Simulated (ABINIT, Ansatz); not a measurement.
# Quasiparticle gap of CsCdCl3 (Pm-3m) in ABINIT, part 2 of 3

Aim: the G0W0 gap of CsCdCl3 (Pm-3m) on LDA, step by step.

ABINIT 10.8.3; LDA and many-body steps on it, plane waves. Known limits of the many-body steps: not at the basis limit; d shell near the gap, gap tends to lie low; no spin-orbit coupling; coarse k mesh.

So far. Step 2 (Ground state): The gap is indirect, with the least direct gap 0.58 eV higher.

The database entry behind the starting cell is an old determination (1928), so it need not match the best structure at ambient conditions.

## 3. Bands along the symmetry lines

Level of this step: DFT, LDA, plane waves, norm-conserving pseudopotentials (ABINIT).

Levels along a band path, at the cheap level, show where the edges lie and whether the meshes to come will hold them.

The input, run.abi:

```
acell 3*1.0 Angstrom
rprim 
  5.200000000000 0.000000000000 0.000000000000
  0.000000000000 5.200000000000 0.000000000000
  0.000000000000 0.000000000000 5.200000000000
ntypat 3
znucl 55 48 17
natom 5
typat 1 2 3 3 3
xred 
  0.000000000000 0.000000000000 0.000000000000
  0.500000000000 0.500000000000 0.500000000000
  0.000000000000 0.500000000000 0.500000000000
  0.500000000000 0.000000000000 0.500000000000
  0.500000000000 0.500000000000 0.000000000000
pp_dirpath "pseudos"
pseudos "Cs.upf, Cd.upf, Cl.upf"
ecut 47
iscf -2
irdden 1
kptopt 0
nkpt 26
kpt 
  0.00000000 0.00000000 0.00000000
  0.00000000 0.12500000 0.00000000
  0.00000000 0.25000000 0.00000000
  0.00000000 0.37500000 0.00000000
  0.00000000 0.50000000 0.00000000
  0.12500000 0.50000000 0.00000000
  0.25000000 0.50000000 0.00000000
  0.37500000 0.50000000 0.00000000
  0.50000000 0.50000000 0.00000000
  0.37500000 0.37500000 0.00000000
  0.25000000 0.25000000 0.00000000
  0.12500000 0.12500000 0.00000000
  0.00000000 0.00000000 0.00000000
  0.12500000 0.12500000 0.12500000
  0.25000000 0.25000000 0.25000000
  0.37500000 0.37500000 0.37500000
  0.50000000 0.50000000 0.50000000
  0.37500000 0.50000000 0.37500000
  0.25000000 0.50000000 0.25000000
  0.12500000 0.50000000 0.12500000
  0.00000000 0.50000000 0.00000000
  0.50000000 0.50000000 0.50000000
  0.50000000 0.50000000 0.37500000
  0.50000000 0.50000000 0.25000000
  0.50000000 0.50000000 0.12500000
  0.50000000 0.50000000 0.00000000
istwfk *1
nband 32
nbdbuf 2
tolwfr 1e-08
nstep 40
prtwf 0
prtvol 0
indata_prefix "in"
outdata_prefix "out"
tmpdata_prefix "tmp"
```

Launch:

```console
$ OMP_NUM_THREADS=1 mpirun -n 4 abinit run.abi > log
```

Numbers of over 12 decimals in the logs are rounded to 6 here.

Log:

```text
.Version 10.8.3 of ABINIT. v10.8.2 released Aug 2026.

 Symmetries : space group Pm -3 m (#221); Bravais cP (primitive cubic)
[... echo of the input left out ...]
== DATASET  1 ==================================================================
-   mpi_nproc: 4, omp_nthreads: 1 (-1 if OMP is not activated)

--- !DatasetInfo
iteration_state: {dtset: 1, }
dimensions: {natom: 5, nkpt: 26, mband: 32, nsppol: 1, nspinor: 1, nspden: 1, mpw: 14656, }
cutoff_energies: {ecut:  47.0, pawecutdg:  -1.0, }
electrons: {nelect:   5.00000000E+01, charge:   0.00000000E+00, occopt:   1.00000000E+00, tsmear:   1.00000000E-02, }

 Real(R)+Recip(G) space primitive vectors, cartesian coordinates (Bohr,Bohr^-1):
 R(1)=  9.8265759  0.0000000  0.0000000  G(1)=  0.1017648  0.0000000  0.0000000
 R(2)=  0.0000000  9.8265759  0.0000000  G(2)=  0.0000000  0.1017648  0.0000000
 R(3)=  0.0000000  0.0000000  9.8265759  G(3)=  0.0000000  0.0000000  0.1017648
 Unit cell volume ucvol=  9.4886982E+02 bohr^3
 Angles (23,13,12)=  9.00000000E+01  9.00000000E+01  9.00000000E+01 degrees

 getcut: wavevector=  0.0000  0.0000  0.0000  ngfft=  64  64  64
         ecut(hartree)=     47.000   => boxcut(ratio)=   2.11039

--- Pseudopotential description ------------------------------------------------
- Cs Generated using ONCVPSP code by D. R. Hamann
- 55.00000   9.00000  201201                  znucl, zion, pspdat
12 -1012 3 -1 2328                            pspcod,pspxc,lmax,lloc,mmax
     nproj     2     2     2     2
  pspatm : epsatm=   21.68725381
         --- l  ekb(1:nproj) -->
             0    6.247599    0.778427
             1    6.343167    0.797067
             2    3.778962    0.917083
[...]
pspatm: atomic psp has been read  and splines computed

- Cd Generated using ONCVPSP code by D. R. Hamann
- 48.00000  20.00000  180309                  znucl, zion, pspdat
12 -1012 2 -1 1336                            pspcod,pspxc,lmax,lloc,mmax
     nproj     2     2     2     0
  pspatm : epsatm=   23.37058476
         --- l  ekb(1:nproj) -->
[...]
pspatm: atomic psp has been read  and splines computed

- Cl Generated using ONCVPSP code by D. R. Hamann
- 17.00000   7.00000  180309                  znucl, zion, pspdat
12 -1012 2 -1 1016                            pspcod,pspxc,lmax,lloc,mmax
     nproj     2     2     2     0
  pspatm : epsatm=    8.88507506
         --- l  ekb(1:nproj) -->
[...]
pspatm: atomic psp has been read  and splines computed

--------------------------------------------------------------------------------

================================================================================
 prteigrs : about to open file out_EIG
 Non-SCF case, kpt    1 (  0.00000  0.00000  0.00000), residuals and eigenvalues=
  3.58E-09  3.23E-09  5.39E-09  8.33E-09  5.93E-09  4.51E-09  5.54E-09  8.00E-09
[...]
Non-SCF case, kpt   25 (  0.50000  0.50000  0.12500), residuals and eigenvalues=
[...]
3.7073E-01  3.8223E-01
 Non-SCF case, kpt   26 (  0.50000  0.50000  0.00000), residuals and eigenvalues=
[...]
-7.8927E-03  2.0998E-02  2.0998E-02  2.2712E-02  2.2712E-02  5.1255E-02
  6.1435E-02  2.8349E-01  3.1982E-01  3.1982E-01  3.4350E-01  3.5923E-01
  3.8257E-01  3.8534E-01

--- !ResultsGS
iteration_state: {dtset: 1, }
comment   : Summary of ground state results
lattice_vectors:
- [  9.8265759,   0.0000000,   0.0000000, ]
- [  0.0000000,   9.8265759,   0.0000000, ]
- [  0.0000000,   0.0000000,   9.8265759, ]
lattice_lengths: [   9.82658,    9.82658,    9.82658, ]
lattice_angles: [ 90.000,  90.000,  90.000, ] # degrees, (23, 13, 12)
lattice_volume:   9.4886982E+02
convergence: {deltae:  0.000E+00, res2:  0.000E+00, residm:  9.987E-09, diffor:  0.000E+00, }
etotal    :  -2.48198718E+02
entropy   :   0.00000000E+00
fermie    :   6.17708590E-02
cartesian_stress_tensor: null
pressure_GPa: null
xred      :
- [  0.0000E+00,   0.0000E+00,   0.0000E+00, Cs]
- [  5.0000E-01,   5.0000E-01,   5.0000E-01, Cd]
- [  0.0000E+00,   5.0000E-01,   5.0000E-01, Cl]
- [  5.0000E-01,   0.0000E+00,   5.0000E-01, Cl]
- [  5.0000E-01,   5.0000E-01,   0.0000E+00, Cl]
cartesian_forces: null
force_length_stats: {min: null, max: null, mean: null, }

 Integrated electronic density in atomic spheres:
 ------------------------------------------------
 Atom  Sphere_radius  Integrated_density
[...]
================================================================================

 ----iterations are completed or convergence reached----

 Mean square residual over all n,k,spin=   65.528E-10; max=  99.870E-10
 reduced coordinates (array xred) for    5 atoms
[...]
0.500000000000      0.000000000000      0.500000000000
       0.500000000000      0.500000000000      0.000000000000

 cartesian coordinates (angstrom) at end:
    1      0.000000     0.000000     0.000000
    2      2.600000     2.600000     2.600000
    3      0.000000     2.600000     2.600000
    4      2.600000     0.000000     2.600000
    5      2.600000     2.600000     0.000000
 length scales=  1.889726125908  1.889726125908  1.889726125908 bohr
              =  1.000000000000  1.000000000000  1.000000000000 angstroms
 prteigrs : about to open file out_EIG
 Eigenvalues (hartree) for nkpt=  26  k points:
 kpt#   1, nband= 32, wtk=  1.00000, kpt=  0.0000  0.0000  0.0000 (reduced coord)
[...]
kpt#   2, nband= 32, wtk=  1.00000, kpt=  0.0000  0.1250  0.0000 (reduced coord)
[...]
kpt#   3, nband= 32, wtk=  1.00000, kpt=  0.0000  0.2500  0.0000 (reduced coord)
[...]
kpt#  25, nband= 32, wtk=  1.00000, kpt=  0.5000  0.5000  0.1250 (reduced coord)
[...]
kpt#  26, nband= 32, wtk=  1.00000, kpt=  0.5000  0.5000  0.0000 (reduced coord)
[...]
-0.07607   -0.03226   -0.00789    0.02100    0.02100    0.02271    0.02271    0.05125
   0.06144    0.28349    0.31982    0.31982    0.34350    0.35923    0.38257    0.38534

== END DATASET(S) ==============================================================
================================================================================

 -outvars: echo values of variables after computation  --------
            nband          32
             nkpt          26
          spgroup         221
 [... the other variables as echoed above ...]

 Calculation completed.
```

Wall time 2.3 min (4 MPI ranks of Intel Xeon Platinum 8375C at 2.90GHz (Ice Lake), shared host); peak memory 0.6 GiB; 9.2 min of CPU time.

This step gave:

- gap: 1.511 eV
- k of the valence top: 0.5, 0.5, 0.5
- k of the conduction bottom: 0, 0, 0
- least direct gap: 2.094 eV

The gap is 1.511 eV, as in the run before at this level.

The electronic bands at the labelled points (eV, zero at the top of the highest filled band):

```tsv
point	band 22	band 23	band 24	band 25	band 26	band 27	band 28	band 29
Γ	-0.91	-0.58	-0.58	-0.58	1.51	5.56	5.90	5.90
halfway	-0.95	-0.95	-0.68	-0.68	2.71	6.23	6.48	6.57
X	-0.90	-0.90	-0.85	-0.85	4.25	6.93	7.24	7.75
halfway	-1.01	-0.97	-0.54	-0.53	4.75	7.31	7.64	7.82
M	-1.06	-1.06	-0.29	-0.01	6.03	7.02	7.02	7.67
halfway	-1.01	-0.79	-0.79	-0.41	3.43	6.79	6.83	7.05
Γ	-0.91	-0.58	-0.58	-0.58	1.51	5.56	5.90	5.90
halfway	-1.22	-0.61	-0.46	-0.46	3.93	6.89	7.06	7.06
R	-0.27	-0.27	0.00	0.00	5.65	5.65	5.65	7.25
halfway	-0.64	-0.57	-0.54	-0.49	5.05	6.69	7.29	7.51
X	-0.90	-0.90	-0.85	-0.85	4.25	6.93	7.24	7.75
jump to R	-0.27	-0.27	0.00	0.00	5.65	5.65	5.65	7.25
halfway	-0.59	-0.59	-0.28	0.00	5.99	6.26	6.26	7.22
M	-1.06	-1.06	-0.29	-0.01	6.03	7.02	7.02	7.67
```

## 4. Empty states on the mesh, 2×2×2 mesh, 488 bands

The sums over transitions need many empty states on a uniform mesh; this step solves for them.

The input, run.abi:

```
acell 3*1.0 Angstrom
rprim 
  5.200000000000 0.000000000000 0.000000000000
  0.000000000000 5.200000000000 0.000000000000
  0.000000000000 0.000000000000 5.200000000000
ntypat 3
znucl 55 48 17
natom 5
typat 1 2 3 3 3
xred 
  0.000000000000 0.000000000000 0.000000000000
  0.500000000000 0.500000000000 0.500000000000
  0.000000000000 0.500000000000 0.500000000000
  0.500000000000 0.000000000000 0.500000000000
  0.500000000000 0.500000000000 0.000000000000
pp_dirpath "pseudos"
pseudos "Cs.upf, Cd.upf, Cl.upf"
ecut 47
ngkpt 2 2 2
nshiftk 1
shiftk 0 0 0
kptopt 1
chksymbreak 0
iscf -2
irdden 1
istwfk *1
nband 488
nbdbuf 44
tolwfr 1e-09
nstep 60
prtvol 0
indata_prefix "in"
outdata_prefix "out"
tmpdata_prefix "tmp"
```

Log:

```text
.Version 10.8.3 of ABINIT. v10.8.2 released Aug 2026.

 Symmetries : space group Pm -3 m (#221); Bravais cP (primitive cubic)
[... echo of the input left out ...]
== DATASET  1 ==================================================================
-   mpi_nproc: 4, omp_nthreads: 1 (-1 if OMP is not activated)

--- !DatasetInfo
iteration_state: {dtset: 1, }
dimensions: {natom: 5, nkpt: 4, mband: 488, nsppol: 1, nspinor: 1, nspden: 1, mpw: 14604, }
cutoff_energies: {ecut:  47.0, pawecutdg:  -1.0, }
electrons: {nelect:   5.00000000E+01, charge:   0.00000000E+00, occopt:   1.00000000E+00, tsmear:   1.00000000E-02, }

 Real(R)+Recip(G) space primitive vectors, cartesian coordinates (Bohr,Bohr^-1):
 R(1)=  9.8265759  0.0000000  0.0000000  G(1)=  0.1017648  0.0000000  0.0000000
 R(2)=  0.0000000  9.8265759  0.0000000  G(2)=  0.0000000  0.1017648  0.0000000
 R(3)=  0.0000000  0.0000000  9.8265759  G(3)=  0.0000000  0.0000000  0.1017648
 Unit cell volume ucvol=  9.4886982E+02 bohr^3
 Angles (23,13,12)=  9.00000000E+01  9.00000000E+01  9.00000000E+01 degrees

 getcut: wavevector=  0.0000  0.0000  0.0000  ngfft=  64  64  64
         ecut(hartree)=     47.000   => boxcut(ratio)=   2.11039

--- Pseudopotential description ------------------------------------------------
- Cs Generated using ONCVPSP code by D. R. Hamann
- 55.00000   9.00000  201201                  znucl, zion, pspdat
12 -1012 3 -1 2328                            pspcod,pspxc,lmax,lloc,mmax
     nproj     2     2     2     2
  pspatm : epsatm=   21.68725381
         --- l  ekb(1:nproj) -->
             0    6.247599    0.778427
             1    6.343167    0.797067
             2    3.778962    0.917083
[...]
pspatm: atomic psp has been read  and splines computed

- Cd Generated using ONCVPSP code by D. R. Hamann
- 48.00000  20.00000  180309                  znucl, zion, pspdat
12 -1012 2 -1 1336                            pspcod,pspxc,lmax,lloc,mmax
     nproj     2     2     2     0
  pspatm : epsatm=   23.37058476
         --- l  ekb(1:nproj) -->
[...]
pspatm: atomic psp has been read  and splines computed

- Cl Generated using ONCVPSP code by D. R. Hamann
- 17.00000   7.00000  180309                  znucl, zion, pspdat
12 -1012 2 -1 1016                            pspcod,pspxc,lmax,lloc,mmax
     nproj     2     2     2     0
  pspatm : epsatm=    8.88507506
         --- l  ekb(1:nproj) -->
[...]
pspatm: atomic psp has been read  and splines computed

--------------------------------------------------------------------------------

================================================================================
 prteigrs : about to open file out_EIG
 Non-SCF case, kpt    1 (  0.00000  0.00000  0.00000), residuals and eigenvalues=
  1.21E-10  4.82E-10  5.86E-10  7.02E-10  5.41E-10  3.63E-10  6.05E-11  2.56E-10
  2.72E-10  9.74E-10  5.05E-10  4.22E-10  2.29E-10  1.16E-10  4.57E-10  7.07E-10
  3.87E-10  5.57E-10  8.49E-10  2.42E-10  3.68E-10  6.21E-10  4.00E-10  6.31E-10
[...]
-3.6276E+00 -2.2005E+00 -2.2005E+00 -2.2005E+00 -6.3658E-01 -4.3689E-01
 -4.1646E-01 -4.1646E-01 -1.7869E-01 -1.7869E-01 -1.7869E-01 -1.6812E-01
 -1.6812E-01 -1.5338E-01 -1.5338E-01 -1.5338E-01 -4.3529E-02 -4.3529E-02
[...]
4.3765E+00  4.3765E+00  4.3765E+00  4.3910E+00  4.4150E+00  4.4150E+00
  4.4151E+00  4.4176E+00  4.4177E+00  4.4369E+00  4.4370E+00  4.4373E+00
  4.4452E+00  4.5252E+00
 prteigrs : prtvol=0 or 1, do not print more k-points.

--- !ResultsGS
iteration_state: {dtset: 1, }
comment   : Summary of ground state results
lattice_vectors:
- [  9.8265759,   0.0000000,   0.0000000, ]
- [  0.0000000,   9.8265759,   0.0000000, ]
- [  0.0000000,   0.0000000,   9.8265759, ]
lattice_lengths: [   9.82658,    9.82658,    9.82658, ]
lattice_angles: [ 90.000,  90.000,  90.000, ] # degrees, (23, 13, 12)
lattice_volume:   9.4886982E+02
convergence: {deltae:  0.000E+00, res2:  0.000E+00, residm:  9.943E-10, diffor:  0.000E+00, }
etotal    :  -2.48198718E+02
entropy   :   0.00000000E+00
fermie    :   6.17708590E-02
cartesian_stress_tensor: null
pressure_GPa: null
xred      :
- [  0.0000E+00,   0.0000E+00,   0.0000E+00, Cs]
- [  5.0000E-01,   5.0000E-01,   5.0000E-01, Cd]
- [  0.0000E+00,   5.0000E-01,   5.0000E-01, Cl]
- [  5.0000E-01,   0.0000E+00,   5.0000E-01, Cl]
- [  5.0000E-01,   5.0000E-01,   0.0000E+00, Cl]
cartesian_forces: null
force_length_stats: {min: null, max: null, mean: null, }

 Integrated electronic density in atomic spheres:
 ------------------------------------------------
 Atom  Sphere_radius  Integrated_density
[...]
================================================================================

 ----iterations are completed or convergence reached----

 Mean square residual over all n,k,spin=   41.964E-11; max=  99.428E-11
 reduced coordinates (array xred) for    5 atoms
[...]
0.500000000000      0.000000000000      0.500000000000
       0.500000000000      0.500000000000      0.000000000000

 cartesian coordinates (angstrom) at end:
    1      0.000000     0.000000     0.000000
    2      2.600000     2.600000     2.600000
    3      0.000000     2.600000     2.600000
    4      2.600000     0.000000     2.600000
    5      2.600000     2.600000     0.000000
 length scales=  1.889726125908  1.889726125908  1.889726125908 bohr
              =  1.000000000000  1.000000000000  1.000000000000 angstroms
 prteigrs : about to open file out_EIG
 Eigenvalues (hartree) for nkpt=   4  k points:
 kpt#   1, nband=488, wtk=  0.12500, kpt=  0.0000  0.0000  0.0000 (reduced coord)
[...]
4.37569    4.37570    4.37649    4.37649    4.37650    4.39096    4.41501    4.41503
   4.41507    4.41759    4.41774    4.43693    4.43701    4.43728    4.44519    4.52520
 prteigrs : prtvol=0 or 1, do not print more k-points.

== END DATASET(S) ==============================================================
================================================================================

 -outvars: echo values of variables after computation  --------
            nband         488
             nkpt           4
          spgroup         221
 [... the other variables as echoed above ...]

 Calculation completed.
```

It took 14 min on 4 MPI ranks; peak memory 0.95 GiB.

Numbers from this step:

```
gap                                                           : 1.511 eV
k of the valence top                                          : 0.5, 0.5, 0.5
k of the conduction bottom                                    : 0, 0, 0
least direct gap                                              : 2.094 eV
k points computed                                             : 4
lowest point of the top converged band, above the valence top : 111.0061 eV
```

On this mesh the gap is 1.511 eV.

## 5. Screening, 2×2×2 mesh, 444 bands, screening to 217.7 eV

The RPA dielectric matrix is built and inverted for each q.

This step: RPA screening on LDA, plane waves, norm-conserving pseudopotentials.

run.abi: that of step 4 with these lines changed.

```diff
@@ -23,10 +23,11 @@
 chksymbreak 0
-iscf -2
-irdden 1
 istwfk *1
-nband 488
-nbdbuf 44
-tolwfr 1e-09
-nstep 60
-prtvol 0
+occopt 1
+irdwfk 1
+optdriver 3
+nband 444
+ecuteps 8
+inclvkb 2
+awtr 1
+symchi 1
 indata_prefix "in"
```

Log:

```text
.Version 10.8.3 of ABINIT. v10.8.2 released Aug 2026.

 Symmetries : space group Pm -3 m (#221); Bravais cP (primitive cubic)
[... echo of the input left out ...]
== DATASET  1 ==================================================================
-   mpi_nproc: 4, omp_nthreads: 1 (-1 if OMP is not activated)

--- !DatasetInfo
iteration_state: {dtset: 1, }
dimensions: {natom: 5, nkpt: 4, mband: 444, nsppol: 1, nspinor: 1, nspden: 1, mpw: 14604, }
cutoff_energies: {ecut:  47.0, pawecutdg:  -1.0, }
electrons: {nelect:   5.00000000E+01, charge:   0.00000000E+00, occopt:   1.00000000E+00, tsmear:   1.00000000E-02, }

 SCREENING: Calculation of the susceptibility and dielectric matrices

 Based on a program developped by R.W. Godby, V. Olevano, G. Onida, and L. Reining.
 Incorporated in ABINIT by V. Olevano, G.-M. Rignanese, and M. Torrent.
.Using double precision arithmetic ; gwpc =  8

[... cell and pseudopotentials left out ...]
--------------------------------------------------------------------------------

 ==== K-mesh for the wavefunctions ====
 Number of points in the irreducible wedge :     4
[... list of points left out ...]
 Together with 48 symmetry operations and time-reversal symmetry
 yields     8 points in the full Brillouin Zone.

 ==== Q-mesh for the screening function ====
 Number of points in the irreducible wedge :     4
[... list of points left out ...]
 Together with 48 symmetry operations and time-reversal symmetry
 yields     8 points in the full Brillouin Zone.

 setmesh: FFT mesh size selected  =    45x   45x   45
          total number of points  =        91125

 vcoul_init : cutoff-mode = AUXILIARY_FUNCTION
 q-points for optical limit:   1
     1)      0.000010    0.000020    0.000030

- screening: taking advantage of time-reversal symmetry
- Maximum band index for partially occupied states nbvw = 25
- Remaining bands to be divided among processors   nbcw = 419
- Number of bands treated by each node ~104

 Number of electrons calculated from density =   50.0000; Expected =   50.0000
 average of density, n =  0.052694
 r_s =    1.6547
 omega_plasma =   22.1430 [eV]

 calculating chi0 at frequencies [eV] :
  1    0.000000E+00    0.000000E+00
  2    0.000000E+00    2.214304E+01

--------------------------------------------------------------------------------
  q-point number  1        q = ( 0.000000, 0.000000, 0.000000) [r.l.u.]
--------------------------------------------------------------------------------
[... chi0 elements left out ...]
 For q-point:  0.000010 0.000020 0.000030
  dielectric constant =   4.5406
  dielectric constant without local fields =   5.0094

  Average fulfillment of the sum rule on Im[epsilon] for q-point    1 :     82.52  [%]
[... wings left out ...]
  q-point number  2        q = ( 0.500000, 0.000000, 0.000000) [r.l.u.]
--------------------------------------------------------------------------------
[... chi0 elements left out ...]
  Average fulfillment of the sum rule on Im[epsilon] for q-point    2 :     85.57  [%]

 [... 2 further q-points ...]
```

The job ended after 5 min (4 MPI ranks; peak memory 4.5 GiB).

This step gave:

| Item | Value |
| --- | --- |
| ε∞ with local fields, on this mesh, along the program's q direction | 4.541 |
| the same without local fields | 5.009 |
| plasma frequency | 22.14 eV |
| plane waves in the screening matrix | 1021 |

Local fields lower ε∞ by 9 %. On a Γ-centred mesh this coarse the value itself is usually too large, while a short band sum pulls it down.

(Part 2 of 3 ends here.)

[Paths, hosts, dates, memory and timing lines, banners, echoed tables and standing remarks are left out of the program output.]

[Logs are printed without paths, hosts, clocks, repeated set-up lines and the standing remarks that a program may print on its own settings, such as how far it seeks lower states.]

[Runs of the session that timed out or met a known fault of the program may be left out.]

[Hosts, paths, dates, database ids (printed as entryN), source tags and the programs' standing remarks are cut or masked in the printed files.]

[G0W0 gaps are taken among the corrected bands and points alone; a level outside them can change the order at an edge.]

[Where Ansatz stands beside ABINIT at settings called matched, ABINIT's density can come from a denser mesh and the files from another edition; pairs whose starting gaps differed by over 0.03 eV were left out, so agreement reads better than it is.]
